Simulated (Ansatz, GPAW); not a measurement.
# A 12-layer slab of Nb(111): converging a work function, part 2 of 3

Wanted: a convergence study on the slab a 12-layer slab of Nb(111).

GPAW 26.7.0 and Ansatz 0.2.0; Ansatz plane waves; slab in vacuum with a dipole correction, relaxation (the session's first sound run).

So far, upper work function (eV): step 2 (relaxing the atoms) 3.80.

## (3) Plane waves, PBE

With the geometry fixed, the planar mean of the potential gives the vacuum level on each side.

This step: GPAW, PAW setups; slab in vacuum (GPAW 26.7.0).

run.py reads:

```python
import json
import numpy as np
from ase import Atoms
from gpaw import GPAW, PW

slab = Atoms(
    ['Nb', 'Nb', 'Nb', 'Nb', 'Nb', 'Nb', 'Nb', 'Nb', 'Nb', 'Nb', 'Nb', 'Nb'],
    positions=[
        [2.33345, 1.34722, 9.00000],
        [4.66690, 2.69444, 9.95263],
        [0.00000, 0.00000, 10.90526],
        [2.33345, 1.34722, 11.85788],
        [4.66690, 2.69444, 12.81051],
        [0.00000, 0.00000, 13.78782],
        [2.33345, 1.34722, 14.74586],
        [4.66690, 2.69444, 15.69146],
        [-0.00000, -0.00000, 16.60367],
        [2.33345, 1.34722, 17.67723],
        [4.66690, 2.69444, 18.49641],
        [-0.00000, -0.00000, 19.19298]],
    cell=[[4.6669, 0.0, 0.0], [2.33345, 4.04166, 0.0], [0.0, 0.0, 28.47891]],
    pbc=[True, True, False])

slab.calc = GPAW(mode=PW(400), xc='PBE', kpts={'size': (8, 8, 1), 'gamma': True},
                 occupations={'name': 'fermi-dirac', 'width': 0.1}, nbands='160%',
                 convergence={'density': 1e-05}, maxiter=200,
                 poissonsolver={'dipolelayer': 'xy'},
                 symmetry={'tolerance': 1e-3}, txt='slab.txt')
result = {}
energy = slab.get_potential_energy()
fermi = slab.calc.get_fermi_level()
v = slab.calc.get_electrostatic_potential().mean((0, 1)) - fermi
n = slab.calc.get_pseudo_density().mean((0, 1))
L = slab.cell[2, 2]
z = np.arange(len(v)) * L / len(v)
low, high = slab.positions[:, 2].min(), slab.positions[:, 2].max()
below, above = np.interp([low - 6.8, high + 6.8], z, v)
slopes = [np.interp(x, z, np.gradient(v, z)) for x in (low - 6.8, high + 6.8)]
eps = np.array([[slab.calc.get_eigenvalues(k, s) for k in range(len(slab.calc.get_ibz_k_points()))]
                for s in range(slab.calc.get_number_of_spins())]) - fermi
top, bottom = eps[eps < 0].max(), eps[eps > 0].min()
dipole = slab.get_dipole_moment()[2]
print(f'energy {energy:.4f} eV, Fermi level {fermi:.4f} eV, dipole {dipole:.5f} e A')
print(f'potential 6.8 A off the faces, from the Fermi level: lower {below:.4f} eV, upper {above:.4f} eV')
print(f'slope of the potential there: lower {slopes[0]:.5f}, upper {slopes[1]:.5f} eV/A')
print(f'nearest levels on the mesh: {top:.4f} and {bottom:.4f} eV')
print('magnetic moment', round(slab.get_magnetic_moment(), 3))
result.update(energy=energy, fermi=fermi, dipole=dipole, below=below, above=above, slopes=slopes, edges=[top, bottom],
              z=z.tolist(), v=v.tolist(), n=n.tolist(), positions=slab.positions.tolist(),
              forces=slab.get_forces(apply_constraint=False).tolist(), moments=slab.get_magnetic_moments().tolist())
json.dump(result, open('result.json', 'w'))
```

Run with:

```console
$ OMP_NUM_THREADS=1 OPENBLAS_NUM_THREADS=1 python run.py
```

The program printed:

```text
energy -118.0981 eV, Fermi level 2.5130 eV, dipole -0.03871 e A
potential 6.8 A off the faces, from the Fermi level: lower 3.4263 eV, upper 3.7967 eV
slope of the potential there: lower -0.00009, upper 0.00008 eV/A
nearest levels on the mesh: -0.0399 and 0.0114 eV
magnetic moment 0.0
```

Elapsed: 16 min, on 1 thread of Arm Neoverse V1, shared host; peak memory 0.54 GiB.

This step gave:

```
dipole along the normal                    : -0.03871 e·Å
levels nearest the Fermi level on the mesh : -0.03988, 0.01137 eV from the Fermi level
upper work function                        : 3.797 eV
lower work function                        : 3.426 eV
```

The electrostatic potential energy of an electron (without an applied field's), less the Fermi level, planar mean oscillates, so the rows of the table below give means over windows of 0.95 Å about each position, cut where the curve ends. Its maxima inside the range that stand out by 2 % of the span (Å: eV): 10.44: -10.7, 11.39: -10.8, 12.34: -10.7, 13.29: -10.4, 14.24: -10.7, 15.19: -11.0, 16.14: -11.2, 17.09: -9.22. Its minima: 9.91: -12.0, 10.86: -12.0, 11.81: -12.0, 12.76: -11.9, 13.82: -11.9, 14.77: -12.1, 15.72: -12.3, 16.56: -11.7, 18.67: -15.2.

Table of electrostatic potential energy of an electron (without an applied field's), less the Fermi level, planar mean by z; means over each step:

| z (Å) | electrostatic potential energy of an electron (without an applied field's), less the Fermi level, planar mean (eV) |
| --- | --- |
| 0.47 | 3.46 |
| 1.42 | 3.43 |
| 2.37 | 3.43 |
| 3.32 | 3.43 |
| 4.27 | 3.43 |
| 5.22 | 3.42 |
| 6.17 | 3.37 |
| 7.12 | 2.99 |
| 8.07 | 0.0299 |
| 9.02 | -9.30 |
| 9.97 | -11.4 |
| 10.92 | -11.4 |
| 11.87 | -11.4 |
| 12.82 | -11.2 |
| 13.77 | -11.2 |
| 14.72 | -11.4 |
| 15.67 | -11.7 |
| 16.62 | -10.9 |
| 17.57 | -11.5 |
| 18.52 | -14.6 |
| 19.47 | -8.04 |
| 20.42 | 1.83 |
| 21.37 | 3.55 |
| 22.32 | 3.77 |
| 23.27 | 3.79 |
| 24.22 | 3.80 |
| 25.17 | 3.80 |
| 26.12 | 3.80 |
| 27.07 | 3.80 |
| 28.02 | 3.77 |

The pseudo valence density, planar mean oscillates, so the rows of the table below give means over windows of 1 Å about each position, cut where the curve ends. Its maxima inside the range that stand out by 2 % of the span (Å: e/Å³): 9.1: 0.735, 9.9: 0.814, 11.0: 0.811, 11.8: 0.819, 12.9: 0.809, 13.7: 0.803, 14.8: 0.823, 15.6: 0.817, 16.7: 0.799, 17.7: 0.854, 18.6: 0.922. Its minima: 9.5: 0.599, 10.3: 0.646, 11.4: 0.624, 12.2: 0.645, 13.3: 0.604, 14.3: 0.632, 15.2: 0.635, 16.2: 0.670, 17.1: 0.548, 18.1: 0.779.

Pseudo valence density, planar mean against z; means over each step:

| z (Å) | pseudo valence density, planar mean (e/Å³) |
| --- | --- |
| 4 | 1.5e-5 |
| 5 | 1.2e-4 |
| 6 | 0.00103 |
| 7 | 0.00876 |
| 8 | 0.105 |
| 9 | 0.596 |
| 10 | 0.714 |
| 11 | 0.721 |
| 12 | 0.721 |
| 13 | 0.708 |
| 14 | 0.718 |
| 15 | 0.729 |
| 16 | 0.741 |
| 17 | 0.671 |
| 18 | 0.825 |
| 19 | 0.802 |
| 20 | 0.192 |
| 21 | 0.0152 |
| 22 | 0.00174 |
| 23 | 2.0e-4 |
| 24 | 2.2e-5 |

Force by atom:

| atom | x (eV/Å) | y (eV/Å) | z (eV/Å) | size |
| --- | --- | --- | --- | --- |
| Nb1 | 0.00 | 0.00 | 1.78 | 1.78 |
| Nb2 | 0.00 | 0.00 | 0.06 | 0.06 |
| Nb3 | 0.00 | 0.00 | -1.16 | 1.16 |
| Nb4 | 0.00 | 0.00 | -0.48 | 0.48 |
| Nb5 | 0.00 | 0.00 | -0.15 | 0.15 |
| Nb6 | 0.00 | 0.00 | -0.01 | 0.01 |
| Nb7 | 0.00 | 0.00 | 0.01 | 0.01 |
| Nb8 | 0.00 | 0.00 | 0.01 | 0.01 |
| Nb9 | 0.00 | 0.00 | 0.00 | 0.00 |
| Nb10 | 0.00 | 0.00 | -0.02 | 0.02 |
| Nb11 | 0.00 | 0.00 | -0.03 | 0.03 |
| Nb12 | 0.00 | 0.00 | -0.04 | 0.04 |

The potential is flat to 9.0e-5 eV/Å where it is read, so the vacuum is wide enough. The geometry is the other program's minimum; here the largest force on a free atom is 0.042 eV/Å.

## (4) Cutoff 200

The cutoff limits how sharply the smooth valence waves can vary, which tells mostly near the atoms.

Edit run.py of step 3 so:

```diff
@@ -23,3 +23,3 @@
 
-slab.calc = GPAW(mode=PW(400), xc='PBE', kpts={'size': (8, 8, 1), 'gamma': True},
+slab.calc = GPAW(mode=PW(200), xc='PBE', kpts={'size': (8, 8, 1), 'gamma': True},
                  occupations={'name': 'fermi-dirac', 'width': 0.1}, nbands='160%',
```

The program printed:

```text
energy -112.5302 eV, Fermi level 2.5205 eV, dipole -0.03864 e A
potential 6.8 A off the faces, from the Fermi level: lower 3.4381 eV, upper 3.8072 eV
slope of the potential there: lower -0.00057, upper 0.00066 eV/A
nearest levels on the mesh: -0.0390 and 0.0128 eV
magnetic moment 0.0
```

Elapsed: 5.1 min, on 1 thread; peak memory 0.27 GiB.

The run finished. A setting was moved off its sound value on purpose, so it serves as a test and not as the result.

The fault put into the input: a cutoff under that of the base run: the energy of the cell lies 5.6 eV from the base value (ecut = 200).

The two runs compared:

| quantity | this run | sound run | difference |
| --- | --- | --- | --- |
| dipole along the normal (e·Å) | -0.038635 | -0.038709 | 7.4e-5 |
| upper work function (eV) | 3.8072 | 3.7967 | 0.0104 |
| lower work function (eV) | 3.4381 | 3.4263 | 0.0119 |

## (5) Cutoff 300

The cutoff limits how sharply the smooth valence waves can vary, which tells mostly near the atoms.

Edit run.py of step 4 so:

```diff
@@ -23,3 +23,3 @@
 
-slab.calc = GPAW(mode=PW(200), xc='PBE', kpts={'size': (8, 8, 1), 'gamma': True},
+slab.calc = GPAW(mode=PW(300), xc='PBE', kpts={'size': (8, 8, 1), 'gamma': True},
                  occupations={'name': 'fermi-dirac', 'width': 0.1}, nbands='160%',
```

The program printed:

```text
energy -117.1806 eV, Fermi level 2.5149 eV, dipole -0.03881 e A
potential 6.8 A off the faces, from the Fermi level: lower 3.4289 eV, upper 3.8003 eV
slope of the potential there: lower -0.00021, upper 0.00013 eV/A
nearest levels on the mesh: -0.0396 and 0.0116 eV
magnetic moment 0.0
```

Wall time 8.8 min (1 thread); peak memory 0.38 GiB.

The run finished. A setting was moved off its sound value on purpose, so it serves as a test and not as the result.

The fault put into the input: a cutoff under that of the base run: the energy of the cell lies 0.92 eV from the base value (ecut = 300).

Side by side:

| quantity | this run | sound run | difference |
| --- | --- | --- | --- |
| dipole along the normal (e·Å) | -0.038805 | -0.038709 | -9.6e-5 |
| upper work function (eV) | 3.8003 | 3.7967 | 0.00358 |
| lower work function (eV) | 3.4289 | 3.4263 | 0.00257 |

## (6) Cutoff 700: ecut = 700

The cutoff limits how sharply the smooth valence waves can vary, which tells mostly near the atoms.

Edit run.py of step 5 so:

```diff
@@ -23,3 +23,3 @@
 
-slab.calc = GPAW(mode=PW(300), xc='PBE', kpts={'size': (8, 8, 1), 'gamma': True},
+slab.calc = GPAW(mode=PW(700), xc='PBE', kpts={'size': (8, 8, 1), 'gamma': True},
                  occupations={'name': 'fermi-dirac', 'width': 0.1}, nbands='160%',
```

The program printed:

```text
energy -118.2665 eV, Fermi level 2.5130 eV, dipole -0.03875 e A
potential 6.8 A off the faces, from the Fermi level: lower 3.4255 eV, upper 3.7967 eV
slope of the potential there: lower -0.00007, upper 0.00008 eV/A
nearest levels on the mesh: -0.0398 and 0.0114 eV
magnetic moment 0.0
```

The job ended after 37 min (1 thread; peak memory 1 GiB).

This step gave:

```
dipole along the normal                    : -0.03875 e·Å
levels nearest the Fermi level on the mesh : -0.03984, 0.01142 eV from the Fermi level
```

The electrostatic potential energy of an electron (without an applied field's), less the Fermi level, planar mean oscillates, so the rows of the table below give means over windows of 1 Å about each position, cut where the curve ends. Its maxima inside the range that stand out by 2 % of the span (Å: eV): 10.4: -10.7, 11.4: -10.8, 12.4: -10.7, 13.3: -10.4, 14.2: -10.7, 15.2: -11.0, 16.1: -11.3, 17.1: -9.22. Its minima: 10.0: -12.0, 10.9: -12.0, 11.9: -12.0, 12.9: -11.8, 13.8: -11.9, 14.7: -12.1, 15.7: -12.3, 16.5: -11.8, 18.6: -15.3.

The electrostatic potential energy of an electron (without an applied field's), less the Fermi level, planar mean by z; means over each step:

| z (Å) | electrostatic potential energy of an electron (without an applied field's), less the Fermi level, planar mean (eV) |
| --- | --- |
| 0 | 3.50 |
| 1 | 3.43 |
| 2 | 3.43 |
| 3 | 3.43 |
| 4 | 3.42 |
| 5 | 3.42 |
| 6 | 3.38 |
| 7 | 3.09 |
| 8 | 0.480 |
| 9 | -9.04 |
| 10 | -11.3 |
| 11 | -11.4 |
| 12 | -11.4 |
| 13 | -11.2 |
| 14 | -11.3 |
| 15 | -11.5 |
| 16 | -11.7 |
| 17 | -10.4 |
| 18 | -13.3 |
| 19 | -13.3 |
| 20 | -1.24 |
| 21 | 3.23 |
| 22 | 3.73 |
| 23 | 3.79 |
| 24 | 3.80 |
| 25 | 3.80 |
| 26 | 3.80 |
| 27 | 3.80 |
| 28 | 3.77 |

The pseudo valence density, planar mean oscillates, so the rows of the table below give means over windows of 1 Å about each position, cut where the curve ends. Its maxima inside the range that stand out by 2 % of the span (Å: e/Å³): 9.1: 0.725, 9.9: 0.816, 10.9: 0.821, 11.9: 0.822, 12.9: 0.812, 13.8: 0.812, 14.8: 0.816, 15.6: 0.821, 16.6: 0.813, 17.7: 0.853, 18.6: 0.923. Its minima: 9.4: 0.596, 10.4: 0.631, 11.4: 0.624, 12.4: 0.627, 13.3: 0.609, 14.3: 0.626, 15.3: 0.646, 16.1: 0.656, 17.1: 0.549, 18.1: 0.769.

Table of pseudo valence density, planar mean by z; means over each step:

| z (Å) | pseudo valence density, planar mean (e/Å³) |
| --- | --- |
| 4 | 1.4e-5 |
| 5 | 1.2e-4 |
| 6 | 0.00101 |
| 7 | 0.00851 |
| 8 | 0.102 |
| 9 | 0.599 |
| 10 | 0.714 |
| 11 | 0.719 |
| 12 | 0.720 |
| 13 | 0.710 |
| 14 | 0.716 |
| 15 | 0.729 |
| 16 | 0.744 |
| 17 | 0.671 |
| 18 | 0.824 |
| 19 | 0.808 |
| 20 | 0.187 |
| 21 | 0.0149 |
| 22 | 0.00172 |
| 23 | 1.9e-4 |
| 24 | 2.1e-5 |

Force by atom:

| atom | x (eV/Å) | y (eV/Å) | z (eV/Å) | size |
| --- | --- | --- | --- | --- |
| Nb1 | 0.00 | 0.00 | 1.78 | 1.78 |
| Nb2 | 0.00 | 0.00 | 0.07 | 0.07 |
| Nb3 | 0.00 | 0.00 | -1.16 | 1.16 |
| Nb4 | 0.00 | 0.00 | -0.47 | 0.47 |
| Nb5 | 0.00 | 0.00 | -0.15 | 0.15 |
| Nb6 | 0.00 | 0.00 | -0.01 | 0.01 |
| Nb7 | 0.00 | 0.00 | 0.01 | 0.01 |
| Nb8 | 0.00 | 0.00 | 0.01 | 0.01 |
| Nb9 | 0.00 | 0.00 | 0.00 | 0.00 |
| Nb10 | 0.00 | 0.00 | -0.02 | 0.02 |
| Nb11 | 0.00 | 0.00 | -0.03 | 0.03 |
| Nb12 | 0.00 | 0.00 | -0.04 | 0.04 |

The upper face's work function is 3.797 eV, against 3.797 eV in the first plane-wave PBE run at this geometry.

## (7) K mesh 3×3

The mesh in the plane samples the bands: a metal's Fermi level needs it dense, and band edges must lie on it.

Edit run.py of step 6 so:

```diff
@@ -23,3 +23,3 @@
 
-slab.calc = GPAW(mode=PW(700), xc='PBE', kpts={'size': (8, 8, 1), 'gamma': True},
+slab.calc = GPAW(mode=PW(400), xc='PBE', kpts={'size': (3, 3, 1), 'gamma': True},
                  occupations={'name': 'fermi-dirac', 'width': 0.1}, nbands='160%',
```

The program printed:

```text
energy -118.1748 eV, Fermi level 2.5206 eV, dipole -0.04157 e A
potential 6.8 A off the faces, from the Fermi level: lower 3.4367 eV, upper 3.8346 eV
slope of the potential there: lower -0.00010, upper 0.00008 eV/A
nearest levels on the mesh: -0.0546 and 0.0046 eV
magnetic moment 0.0
```

Elapsed: 5.1 min, on 1 thread; peak memory 0.41 GiB.

The run finished with changed settings (kpts = [3, 3]); it serves as a test.

The two runs compared:

| quantity | this run | sound run | difference |
| --- | --- | --- | --- |
| dipole along the normal (e·Å) | -0.041571 | -0.038709 | -0.00286 |
| upper work function (eV) | 3.8346 | 3.7967 | 0.0379 |
| lower work function (eV) | 3.4367 | 3.4263 | 0.0104 |

The two runs differ clearly in the dipole along the normal: -0.0416 e·Å against -0.0387 e·Å.

## (8) K mesh 5×5

The mesh in the plane samples the bands: a metal's Fermi level needs it dense, and band edges must lie on it.

Edit run.py of step 7 so:

```diff
@@ -23,3 +23,3 @@
 
-slab.calc = GPAW(mode=PW(400), xc='PBE', kpts={'size': (3, 3, 1), 'gamma': True},
+slab.calc = GPAW(mode=PW(400), xc='PBE', kpts={'size': (5, 5, 1), 'gamma': True},
                  occupations={'name': 'fermi-dirac', 'width': 0.1}, nbands='160%',
```

The program printed:

```text
energy -118.0663 eV, Fermi level 2.5121 eV, dipole -0.03937 e A
potential 6.8 A off the faces, from the Fermi level: lower 3.4305 eV, upper 3.8073 eV
slope of the potential there: lower -0.00009, upper 0.00008 eV/A
nearest levels on the mesh: -0.0094 and 0.0390 eV
magnetic moment 0.0
```

Run time: 8.1 min. Hardware: 1 thread; peak memory 0.44 GiB.

The run finished with changed settings (kpts = [5, 5]); it serves as a test.

Side by side:

| quantity | this run | sound run | difference |
| --- | --- | --- | --- |
| dipole along the normal (e·Å) | -0.039375 | -0.038709 | -6.7e-4 |
| upper work function (eV) | 3.8073 | 3.7967 | 0.0106 |
| lower work function (eV) | 3.4305 | 3.4263 | 0.00418 |

## (9) K mesh 12×12: kpts = [12, 12]

The mesh in the plane samples the bands: a metal's Fermi level needs it dense, and band edges must lie on it.

Edit run.py of step 8 so:

```diff
@@ -23,3 +23,3 @@
 
-slab.calc = GPAW(mode=PW(400), xc='PBE', kpts={'size': (5, 5, 1), 'gamma': True},
+slab.calc = GPAW(mode=PW(400), xc='PBE', kpts={'size': (12, 12, 1), 'gamma': True},
                  occupations={'name': 'fermi-dirac', 'width': 0.1}, nbands='160%',
```

The program printed:

```text
energy -118.0988 eV, Fermi level 2.5133 eV, dipole -0.03851 e A
potential 6.8 A off the faces, from the Fermi level: lower 3.4273 eV, upper 3.7958 eV
slope of the potential there: lower -0.00009, upper 0.00008 eV/A
nearest levels on the mesh: -0.0102 and 0.0009 eV
magnetic moment 0.0
```

Elapsed: 31 min, on 1 thread; peak memory 0.73 GiB.

This step gave:

| Item | Value |
| --- | --- |
| dipole along the normal | -0.03851 e·Å |
| levels nearest the Fermi level on the mesh | -0.01024, 9.01e-4 eV from the Fermi level |
| upper work function | 3.796 eV |
| lower work function | 3.427 eV |

The electrostatic potential energy of an electron (without an applied field's), less the Fermi level, planar mean oscillates, so the rows of the table below give means over windows of 0.95 Å about each position, cut where the curve ends. Its maxima inside the range that stand out by 2 % of the span (Å: eV): 10.44: -10.7, 11.39: -10.8, 12.34: -10.7, 13.29: -10.4, 14.24: -10.7, 15.19: -11.0, 16.14: -11.2, 17.09: -9.22. Its minima: 9.91: -12.0, 10.86: -12.0, 11.81: -12.0, 12.76: -11.9, 13.82: -11.9, 14.77: -12.1, 15.72: -12.3, 16.56: -11.7, 18.67: -15.2.

Electrostatic potential energy of an electron (without an applied field's), less the Fermi level, planar mean against z; means over each step:

| z (Å) | electrostatic potential energy of an electron (without an applied field's), less the Fermi level, planar mean (eV) |
| --- | --- |
| 0.47 | 3.46 |
| 1.42 | 3.43 |
| 2.37 | 3.43 |
| 3.32 | 3.43 |
| 4.27 | 3.43 |
| 5.22 | 3.42 |
| 6.17 | 3.37 |
| 7.12 | 2.99 |
| 8.07 | 0.0308 |
| 9.02 | -9.30 |
| 9.97 | -11.4 |
| 10.92 | -11.4 |
| 11.87 | -11.4 |
| 12.82 | -11.2 |
| 13.77 | -11.2 |
| 14.72 | -11.5 |
| 15.67 | -11.7 |
| 16.62 | -10.9 |
| 17.57 | -11.5 |
| 18.52 | -14.6 |
| 19.47 | -8.04 |
| 20.42 | 1.83 |
| 21.37 | 3.55 |
| 22.32 | 3.76 |
| 23.27 | 3.79 |
| 24.22 | 3.80 |
| 25.17 | 3.80 |
| 26.12 | 3.80 |
| 27.07 | 3.80 |
| 28.02 | 3.77 |

The upper face's work function is 3.796 eV, against 3.797 eV in the first plane-wave PBE run at this geometry.

## (10) Scheme Methfessel-Paxton of order 0 (Gaussian), smearing 0.1

Smearing changes the occupations near the Fermi level, and with them the level itself. Smearing helps the SCF of a metal converge, but it blurs occupations at band edges near the Fermi level.

Edit run.py of step 9 so:

```diff
@@ -23,4 +23,4 @@
 
-slab.calc = GPAW(mode=PW(400), xc='PBE', kpts={'size': (12, 12, 1), 'gamma': True},
-                 occupations={'name': 'fermi-dirac', 'width': 0.1}, nbands='160%',
+slab.calc = GPAW(mode=PW(400), xc='PBE', kpts={'size': (8, 8, 1), 'gamma': True},
+                 occupations={'name': 'methfessel-paxton', 'width': 0.1}, nbands='160%',
                  convergence={'density': 1e-05}, maxiter=200,
```

The program printed:

```text
energy -118.1017 eV, Fermi level 2.5087 eV, dipole -0.04403 e A
potential 6.8 A off the faces, from the Fermi level: lower 3.3898 eV, upper 3.8112 eV
slope of the potential there: lower -0.00009, upper 0.00008 eV/A
nearest levels on the mesh: -0.0177 and 0.0358 eV
magnetic moment 0.0
```

Run time: 16 min. Hardware: 1 thread; peak memory 0.54 GiB.

Numbers from this step:

```yaml
dipole_along_the_normal: -0.04403 e·Å
levels_nearest_the_fermi_level_on_the_mesh: -0.01771, 0.03582 eV from the Fermi level
upper_work_function: 3.811 eV
lower_work_function: 3.390 eV
```

The electrostatic potential energy of an electron (without an applied field's), less the Fermi level, planar mean oscillates, so the rows of the table below give means over windows of 0.95 Å about each position, cut where the curve ends. Its maxima inside the range that stand out by 2 % of the span (Å: eV): 10.44: -10.7, 11.39: -10.8, 12.34: -10.7, 13.29: -10.4, 14.24: -10.7, 15.19: -10.9, 16.14: -11.2, 17.09: -9.19. Its minima: 9.91: -12.0, 10.86: -12.0, 11.81: -12.0, 12.76: -11.8, 13.82: -11.9, 14.77: -12.1, 15.72: -12.3, 16.56: -11.7, 18.67: -15.2.

The electrostatic potential energy of an electron (without an applied field's), less the Fermi level, planar mean by z; means over each step:

| z (Å) | electrostatic potential energy of an electron (without an applied field's), less the Fermi level, planar mean (eV) |
| --- | --- |
| 0.47 | 3.43 |
| 1.42 | 3.39 |
| 2.37 | 3.39 |
| 3.32 | 3.39 |
| 4.27 | 3.39 |
| 5.22 | 3.38 |
| 6.17 | 3.33 |
| 7.12 | 2.96 |
| 8.07 | 0.0201 |
| 9.02 | -9.28 |
| 9.97 | -11.3 |
| 10.92 | -11.4 |
| 11.87 | -11.4 |
| 12.82 | -11.2 |
| 13.77 | -11.2 |
| 14.72 | -11.4 |
| 15.67 | -11.7 |
| 16.62 | -10.9 |
| 17.57 | -11.5 |
| 18.52 | -14.6 |
| 19.47 | -8.04 |
| 20.42 | 1.84 |
| 21.37 | 3.56 |
| 22.32 | 3.78 |
| 23.27 | 3.81 |
| 24.22 | 3.81 |
| 25.17 | 3.81 |
| 26.12 | 3.81 |
| 27.07 | 3.81 |
| 28.02 | 3.79 |

The upper face's work function is 3.811 eV, against 3.797 eV in the first plane-wave PBE run at this geometry.

## (11) Cost and result by level

Times are for 1 thread of Arm Neoverse V1, shared host. Results by setting:

| no. | run | upper work function (eV) | lower work function (eV) | time | memory (GiB) |
| --- | --- | --- | --- | --- | --- |
| 1 | pw | 3.797 | 3.426 | 16 min | 0.54 |
| 2 | cutoff 700 | 3.797 | 3.426 | 37 min | 1.0 |
| 3 | k mesh 12×12 | 3.796 | 3.427 | 31 min | 0.73 |
| 4 | scheme Methfessel-Paxton of order 0 (Gaussian), smearing 0.1 | 3.811 | 3.390 | 16 min | 0.54 |

(Part 2 of 3 ends here.)

[Logs are printed without paths, hosts, clocks, repeated set-up lines and the standing remarks that a program may print on its own settings, such as how far it seeks lower states.]

[Hosts, paths, dates, database ids (printed as entryN), source tags and the programs' standing remarks are cut or masked in the printed files.]
